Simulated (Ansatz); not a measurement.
# WC (Qusongite, P-6m2): phonons and vibrational spectra, part 2 of 2

Task: relax WC (Qusongite, P-6m2), then find its harmonic phonons.

Ansatz 0.2.0; DFT PBEsol, scalar-relativistic, plane waves, PAW.

So far. Step 3 (Relaxing to small forces for the phonons): The forces vanish by symmetry and the pressure is -0.001 GPa, within the tolerances set. The cell now holds 10.29 Å³/atom. The relaxed cell has a = 2.898, c = 2.827 Å (conventional setting).

### Step 4. The dispersion

Stability and thermal properties need the whole zone. Linear response on a 3×3×4 q mesh gives force constants as far as a supercell of that size would.

File input.yaml:

```yaml
crystal:
  lattice:
    - [2.8984900685, 0.0, 0.0]
    - [-1.4492450342, 2.5101660319, 0.0]
    - [0.0, 0.0, 2.827286569]
  atoms:
    - { symbol: W, position: [0.0, 0.0, 0.0] }
    - { symbol: C, position: [0.6666666667, 0.3333333333, 0.5] }
kpoints:
  mp_grid: { grid: [15, 15, 16] }
hamiltonian:
  xc: pbesol
scf:
  occupations: { method: methfessel_paxton, width: 0.15 }
output:
  eigenvalues: true
phonons:
  method: dfpt
  qmesh: [3, 3, 4]
  temperatures: { t_max: 1000, t_step: 50 }
  qpath:
    path:
      - [[0.0, 0.0, 0.0], [0.5, 0.0, 0.0], [0.33333333, 0.33333333, 0.0], [0.0, 0.0, 0.0], [0.0, 0.0, 0.5], [0.5, 0.0, 0.5], [0.33333333, 0.33333333, 0.5], [0.0, 0.0, 0.5]]
      - [[0.5, 0.0, 0.5], [0.5, 0.0, 0.0]]
      - [[0.33333333, 0.33333333, 0.5], [0.33333333, 0.33333333, 0.0]]
    npoints: 10
```

Started as:

```
> ansatz run input.yaml --threads 4 --pin off --max-ram 7168MiB --backend cpu --events-out ev --progress --plain --runs-dir out
```

Numbers of over 12 decimals in the logs are rounded to 6 here.

Output:

```text
Warning: phonons: the dynamical matrix that this run interpolates holds no multipole term above the dipole-dipole one, and a site of this crystal is no centre of inversion, so its interpolated transverse optical and acoustic branches and sound speeds can stay off near Gamma, and the density of states and the thermodynamics with them. What a run solves at a wave vector of phonons.qpoints, Gamma apart, where the deck admits one, is free of this, and under fd what a larger phonons.supercell samples
[...]
Crystal: 2 atoms, lattice volume = 20.570 Å³
Basis set: ecut = 420 eV, 405 PW (Γ), exchange–correlation on 40×40×40 points (8 copies of the dense FFT grid, shifted against one another)
Bands: 13, of which v1, the nominal top of the filled ones, is band 9 counted from 1 (8 counted from 0)
Symmetry: 12 space group operations
k-points: 243 of 3600 (time reversal used)
[...]
SCF iter   1: F=—  HF=-10503.733716 eV  |F-HF|=—  |Δ(HF+E_count)|=         —  Δρ=1.22e-2  dr2=2.56e-2  ethr=1.77e-3  ⟨swp⟩=5.0  Hψ=15337  notcnv=0
[...]
SCF iter   8: F=-10503.729912 eV  HF=-10503.729912 eV  |F-HF|=1.82e-12  |Δ(HF+E_count)|=  8.55e-11  S|Δr|=    0.00e0  Δρ=8.08e-8  dr2=9.41e-13  ethr=1.00e-12  ⟨swp⟩=4.8  Hψ=15755  notcnv=0
SCF 1 converged in 8 iterations: F = -10503.729912 eV  dr2 = 9.41e-13
[...]
SCF iter   3: F=-10503.729912 eV  HF=-10503.729912 eV  |F-HF|=1.82e-12  |Δ(HF+E_count)|=  7.28e-12  S|Δr|=    0.00e0  Δρ=2.29e-7  dr2=9.36e-12  ethr=1.00e-12  ⟨swp⟩=3.5  Hψ=8450  notcnv=0
SCF 2 converged in 3 iterations: F = -10503.729912 eV  dr2 = 9.36e-12
phonons: the bands overlap, so this run is a metal and interpolates without the dipole-dipole term. If the crystal is really an insulator or semiconductor, its LO-TO splitting is missing
NSCF: frozen V_eff on 243 k-points
[...]
DFPT response loops at q = (0, 0, 0) (fractional): preconditioner auto → Kerker (q_TF=auto, 2.668 Å⁻¹) (partly filled bands, converged f_vac=0.000); β = 1.00, the filter's whole step (`scf.mixing.beta` (0.50) is not read by the response loops under this deck's `scf.mixing.preconditioner`; to damp them name `kerker` or `kerker_dos`, under which they read `scf.mixing.beta`, and type it under 1.00, their step now; both keys bind the ground state too); Broyden in place of MSR1
[...]
SCF converged after 8 iterations
[...]
Free energy (F): -10503.729912 eV
[...]
Internal energy: -10503.729947 eV  (E = F + TS)
E sigma→0 (E₀):  -10503.729921 eV
Entropy (-TS):   0.000035 eV (0.018 meV/atom)
Fermi energy:    20.615786 eV
[...]
--- Band table (eV; the first three rows and the last of 243) ---
  k-point 0: bands = [... 5 lower, 16.2651, 17.2675, 17.2675, 20.7657, 23.9090, 23.9090, 26.3370, 26.3370]
  k-point 1: bands = [... 5 lower, 16.2237, 17.3117, 17.3117, 20.7454, 23.5533, 23.5533, 26.5574, 26.5574]
  k-point 2: bands = [... 5 lower, 16.0494, 17.4410, 17.4410, 20.7751, 22.8055, 22.8055, 26.8716, 26.8716]
  k-point 242: bands = [... 5 lower, 13.3312, 15.2127, 19.0663, 19.9881, 25.1049, 27.1532, 28.3520, 29.8422]
--- Phonons (Γ-DFPT): 4 representative perturbations + reference (Σ response iterations 12) ---
  ASR residual: 3.392e-5 → 0.000e0 eV/Å²; symmetrization residual: 1.413e-6 eV/Å²
  ASR residual per site (eV/Å²): 2.99e-5 3.39e-5
  Γ frequencies (cm⁻¹): 0.00 0.00 0.00 590.15 622.14 622.14
--- Phonons (arbitrary-q DFPT): 9 irreducible q on the 3×3×4 mesh ---
  q = [0.0000, 0.0000, 0.0000] (star 1, of the zone-centre solve; hermiticity 1.76e-7, symmetrization 3.32e-11): -0.00 -0.00 0.00 590.15 622.14 622.14
  q = [0.0000, 0.0000, 0.2500] (star 2, 4 solved perturbations in 2912 linear systems a pass and spin channel, the states on 1024 of 3600 k-point pairs; hermiticity 1.86e-7, symmetrization 4.20e-10): 124.47 124.47 209.66 583.25 583.25 711.23
[...]
q = [0.0000, 0.3333, 0.0000] (star 6, 6 solved perturbations on 1080 of 3600 k-point pairs; hermiticity 1.84e-7, symmetrization 2.03e-8): 149.29 165.89 239.18 610.03 635.70 688.08
[...]
sum rule: each row above includes the acoustic sum rule's correction from the zone centre's row sums; it moved no ω² by more than (0.88 cm⁻¹)²
  mesh force constants: q→R imaginary residual 0.00e0; ASR residual 3.392e-5 → 0.000e0 eV/Å²; symmetrization residual 2.842e-14 eV/Å²
  interpolated dispersion: 93 rows × 6 modes
  density of states and harmonic sums: on the 24×24×24 q-mesh, interpolated from the force constants of a 3×3×4 supercell (no non-analytic term)
  largest difference from the sums on the solved wave vectors: F 1.64e-2 eV, S 2.35e-5 and C_V 7.16e-6 eV/K
  zero-point energy: 0.158912 eV/cell   skipped modes (ω ≤ 0): 3   left out of the sums: 3.62e-5 of the cell's modes: C_V's classical limit lies that fraction below 3 k_B per atom; for a crystal, a wire or a layer, F and S can be off by more, and a phonons.interpolated_qmesh denser along its periods is the remedy for the sampling
```

Wall time 11 min (4 threads of Arm Neoverse N1, shared host); peak memory 1.6 GiB.

Numbers from this step:

```yaml
sum_rule_residual_before_enforcement: 3.39e-5 eV/Å²
lowest_frequency_on_the_path: 0 cm⁻¹
point_group: -6m2
highest_frequency_on_the_path_or_at_a_solved_wavevector: 759.6 cm⁻¹
mean_frequency: 427.3 cm⁻¹
debye_temperature_second_moment: 897 K
logarithmic_mean_frequency: 360.3 cm⁻¹
highest_optical_mode_at_the_zone_centre_no_lo_to_term: 622.1 cm⁻¹
lowest_optical_zone_centre_mode: 590.1 cm⁻¹
lowest_mode_on_the_q_mesh_acoustic_modes_at_gamma_apart: 124.5 cm⁻¹
zero_point_energy_per_atom: 79.46 meV
heat_capacity_at_300_k: 17.38 J/(mol atoms K)
vibrational_entropy_at_300_k: 15.88 J/(mol atoms K)
edges_of_the_widest_gap_between_branches_on_path_and_mesh: 288.2, 549.8 cm⁻¹
```

Frequencies (cm⁻¹) solved at each irreducible wavevector; negative means imaginary. Frequencies by wavevector, by row:

| q in reciprocal lattice units | star | mode 1 | mode 2 | mode 3 | mode 4 | mode 5 | mode 6 |
| --- | --- | --- | --- | --- | --- | --- | --- |
| 0 0 0 | 1 | 0 | 0 | 0 | 590.1 | 622.1 | 622.1 |
| 0 0 0.25 | 2 | 124.5 | 124.5 | 209.7 | 583.2 | 583.2 | 711.2 |
| 0 0 -0.5 | 1 | 178.6 | 178.6 | 288.2 | 549.8 | 549.8 | 759.6 |
| 0 0.3333 0 | 6 | 149.3 | 165.9 | 239.2 | 610 | 635.7 | 688.1 |
| 0 0.3333 0.25 | 12 | 180.4 | 206 | 242.8 | 609.8 | 638 | 700.6 |
| 0 0.3333 -0.5 | 6 | 206.7 | 222.4 | 257.8 | 615.6 | 646.3 | 714.1 |
| 0.3333 0.3333 0 | 2 | 200.4 | 222.4 | 243.4 | 615.3 | 654.2 | 678.5 |
| 0.3333 0.3333 0.25 | 4 | 222.1 | 227.4 | 230.9 | 655.4 | 658 | 660.1 |
| 0.3333 0.3333 -0.5 | 2 | 219.4 | 219.7 | 247.1 | 662.3 | 666.2 | 687 |

Interpolated from a 3×3×4 q mesh, rough between the solved points. The phonon branches at the labelled points (cm⁻¹):

| point | branch 1 | branch 2 | branch 3 | branch 4 | branch 5 | branch 6 |
| --- | --- | --- | --- | --- | --- | --- |
| Γ | 0 | 0 | 0 | 590 | 622 | 622 |
| halfway | 124 | 136 | 200 | 617 | 621 | 668 |
| M | 170 | 190 | 269 | 600 | 649 | 706 |
| halfway | 192 | 195 | 260 | 607 | 652 | 693 |
| K | 200 | 222 | 243 | 615 | 654 | 679 |
| halfway | 145 | 152 | 215 | 618 | 628 | 673 |
| Γ | 0 | 0 | 0 | 590 | 622 | 622 |
| halfway | 124 | 124 | 210 | 583 | 583 | 711 |
| A | 179 | 179 | 288 | 550 | 550 | 760 |
| halfway | 200 | 210 | 267 | 593 | 615 | 733 |
| L | 211 | 233 | 250 | 638 | 677 | 691 |
| halfway | 213 | 228 | 249 | 650 | 679 | 682 |
| H | 219 | 220 | 247 | 662 | 666 | 687 |
| halfway | 205 | 214 | 262 | 607 | 630 | 723 |
| A | 179 | 179 | 288 | 550 | 550 | 760 |
| jump to L | 211 | 233 | 250 | 638 | 677 | 691 |
| halfway | 192 | 224 | 252 | 617 | 636 | 714 |
| M | 170 | 190 | 269 | 600 | 649 | 706 |
| jump to H | 219 | 220 | 247 | 662 | 666 | 687 |
| halfway | 222 | 227 | 231 | 655 | 658 | 660 |
| K | 200 | 222 | 243 | 615 | 654 | 679 |

The phonon branches as a text plot (rows in cm⁻¹):

```
    744 |                      *******           ****
    712 |     ****                    **        *    ******
    680 |   **    ******      *        *********     *     *** **
    649 |  * ********** ***  *        * ********     ************
    617 |******  *************       ***        **    ****     **
    586 |**    **         *** **    **           **       *
    554 |                       ****               **
    522 |
    491 |
    459 |
    427 |
    396 |
    364 |
    332 |
    301 |                        **                 *
    269 |     ****              *  ****         ****    ***
    237 |    *    *****        *      **********     ***   ******
    206 |   *   ****** *            ***************  ************
    174 |  * *****    * *     * ****               **   ***
    142 |   **         ***   * *
    111 |  **           ***   *
     79 | *              **  *
     47 |**                 *
     16 |*                 **
         Γ     M   K       Γ     A      L   H      A|L   M|H    K
```

Tetrahedra on a 24×24×24 mesh, mean over bins of 10 cm-1. Interpolated from a 3×3×4 q mesh, rough between the solved points. Phonon density of states against wavenumber; read off at these points:

wavenumber (cm⁻¹), phonon density of states (1/cm⁻¹/cell) and a bar:
```
        5     0.0000 
       25     0.0001 
       45     0.0003 
       65     0.0008 #
       85     0.0014 #
      105     0.0024 ##
      125     0.0040 ###
      145     0.0066 #####
      165     0.0121 #########
      185     0.0234 #################
      205     0.0355 ###########################
      215     0.0294 ######################
      235     0.0164 ############
      245     0.0401 ##############################
      255     0.0219 ################
      275     0.0022 ##
      295     0.0000 
      315     0.0000 
      335     0.0000 
      355     0.0000 
      375     0.0000 
      395     0.0000 
      415     0.0000 
      435     0.0000 
      455     0.0000 
      475     0.0000 
      495     0.0000 
      515     0.0000 
      535     0.0000 
      555     0.0012 #
      585     0.0055 ####
      605     0.0257 ###################
      615     0.0382 #############################
      625     0.0223 #################
      645     0.0346 ##########################
      665     0.0133 ##########
      685     0.0221 #################
      705     0.0201 ###############
      725     0.0040 ###
      745     0.0025 ##
      765     0.0000
```

The partial phonon density of states has structure finer than the step of the table below, so its rows give means over 25 cm⁻¹, whole bins alone (the curve runs from -10 to 792 cm⁻¹). Peaks (cm⁻¹: height): C 610.6: 0.0337, 640.8: 0.0314, 686.2: 0.0209; W 206.9: 0.0338, 247.3: 0.0337.

Phonopy on the run's constants, 21x21x19 mesh, Gaussian sigma 5.7 cm-1. Interpolated from a 3×3×4 q mesh, rough between the solved points. The partial phonon density of states by wavenumber; means over each step; values in 1/cm⁻¹/cell:

| wavenumber (cm⁻¹) | C | W |
| --- | --- | --- |
| 25 | 6.3e-6 | 1.1e-4 |
| 50 | 2.7e-5 | 4.4e-4 |
| 75 | 6.1e-5 | 0.00103 |
| 100 | 1.1e-4 | 0.00206 |
| 125 | 1.8e-4 | 0.00391 |
| 150 | 2.6e-4 | 0.00769 |
| 175 | 3.7e-4 | 0.0175 |
| 200 | 3.4e-4 | 0.0307 |
| 225 | 2.6e-4 | 0.0251 |
| 250 | 1.9e-4 | 0.0255 |
| 275 | 2.8e-5 | 0.00403 |
| 300 | 4.0e-8 | 9.8e-5 |
| 325 | 0 | 0 |
| 350 | 0 | 0 |
| 375 | 0 | 0 |
| 400 | 0 | 0 |
| 425 | 0 | 0 |
| 450 | 0 | 0 |
| 475 | 0 | 0 |
| 500 | 0 | 0 |
| 525 | 1.6e-6 | 0 |
| 550 | 8.5e-4 | 4.5e-6 |
| 575 | 0.00406 | 5.7e-5 |
| 600 | 0.0182 | 4.6e-4 |
| 625 | 0.0273 | 6.1e-4 |
| 650 | 0.0258 | 3.7e-4 |
| 675 | 0.0168 | 1.4e-4 |
| 700 | 0.0181 | 1.3e-4 |
| 725 | 0.00510 | 4.9e-5 |
| 750 | 0.00190 | 1.2e-5 |
| 775 | 7.4e-5 | 0 |

Second derivatives of the energy by pair, one row for each kind of neighbour of each atom listed. Each entry sums the pair over the periodic images of the supercell that the q mesh stands for, and in a polar crystal it holds the long-range dipole part too. Force constants by pair, by row:

```csv
atom,neighbour,distance (Å),third of the trace (eV/Å²),along the pair's line (eV/Å²)
W1,itself,0,33.43,–
W1,C,2.191,-2.59,-5.164
W1,W,2.827,-2.055,-6.184
W1,W,2.898,-1.283,-4.071
W1,C,3.633,-0.0183,-0.4095
W1,W,4.049,-0.3915,-0.978
W1,C,4.559,0.0045,-0.0069
W1,C,4.648,-0.0581,-0.0738
W1,W,5.02,-0.4057,-0.71
C2,itself,0,18.43,–
C2,W,2.191,-2.59,-5.164
C2,C,2.827,-0.2951,-1.141
C2,C,2.898,-0.2678,-1.008
C2,W,3.633,-0.0183,-0.4095
C2,C,4.049,-0.0195,-0.2946
C2,W,4.559,0.0045,-0.0069
C2,W,4.648,-0.0581,-0.0738
C2,C,5.02,-0.0753,-0.0686
```

Harmonic thermodynamic functions per atom, from the density of states. Interpolated from a 3×3×4 q mesh, rough between the solved points. Thermodynamic functions, by row:

```
T (K)  F_vib (meV/atom)  S (J/mol-atom/K)  C_V (J/mol-atom/K)
    0             79.46                 0                   0
   50             79.41             0.442               1.538
  100             78.57             3.066                6.47
  200             71.94             9.713               13.01
  300             58.61             15.88               17.38
  400             39.29             21.27               19.97
  500             14.78             25.91                21.5
  600            -14.19             29.91               22.44
  700            -47.05             33.42               23.05
  800            -83.33             36.53               23.47
  900            -122.7             39.31               23.76
 1000            -164.7             41.83               23.98
```

Harmonic mean-square displacement, third of the trace. Interpolated from a 3×3×4 q mesh, rough between the solved points. Mean square displacements, by row:

```
T (K)  W1 U_eq (Å²)  C2 U_eq (Å²)
    0       4.70e-4       0.00227
  100       5.70e-4       0.00233
  300        0.0012        0.0028
  600       0.00229       0.00419
```

Symmetry leaves 9 wavevectors to solve. The lowest mode among them, the acoustic zeros apart, lies at q = (0, 0, 0.25) and is real, 124 cm⁻¹.

### Step 5. Outcome

```
space group after relaxation (within 0.01 Å)            : P-6m2
volume per atom                                         : 10.3 Å³
electronic character                                    : no gap on this mesh
highest optical mode at the zone centre (no LO-TO term) : 622 cm⁻¹
lowest optical zone-centre mode                         : 590 cm⁻¹
lowest mode on the q mesh (acoustic modes at Γ apart)   : 124 cm⁻¹
highest frequency on the path or at a solved wavevector : 760 cm⁻¹
zero-point energy per atom                              : 79.5 meV
heat capacity at 300 K                                  : 17.4 J/(mol atoms K)
vibrational entropy at 300 K                            : 15.9 J/(mol atoms K)
Debye temperature (second moment)                       : 897 K
imaginary modes on the 3×3×4 q mesh                     : none
```

In words: The structure is a minimum as far as tested: no mode is imaginary at the 9 irreducible wavevectors of the 3×3×4 mesh, and the softest away from the acoustic zeros lies at 124 cm⁻¹. The optical modes at Γ span 590 to 622 cm⁻¹. On the path and the mesh, the widest gap between branches runs from 288 to 550 cm⁻¹. The q mesh stands for a supercell only 8.7 Å across, so branches between the solved wavevectors are rough. With no gap, or one that is small against the smearing, the frequencies hang on the k mesh and the smearing, most of all near Kohn anomalies. Spin-orbit coupling is left out, which can matter for the heavy elements here. These are harmonic frequencies at zero temperature: anharmonic shifts, linewidths and thermal expansion are left out.

[Logs are printed without paths, hosts, clocks, repeated set-up lines and the standing remarks that a program may print on its own settings, such as how far it seeks lower states.]

[Hosts, paths, dates, database ids (printed as entryN), source tags and the programs' standing remarks are cut or masked in the printed files.]
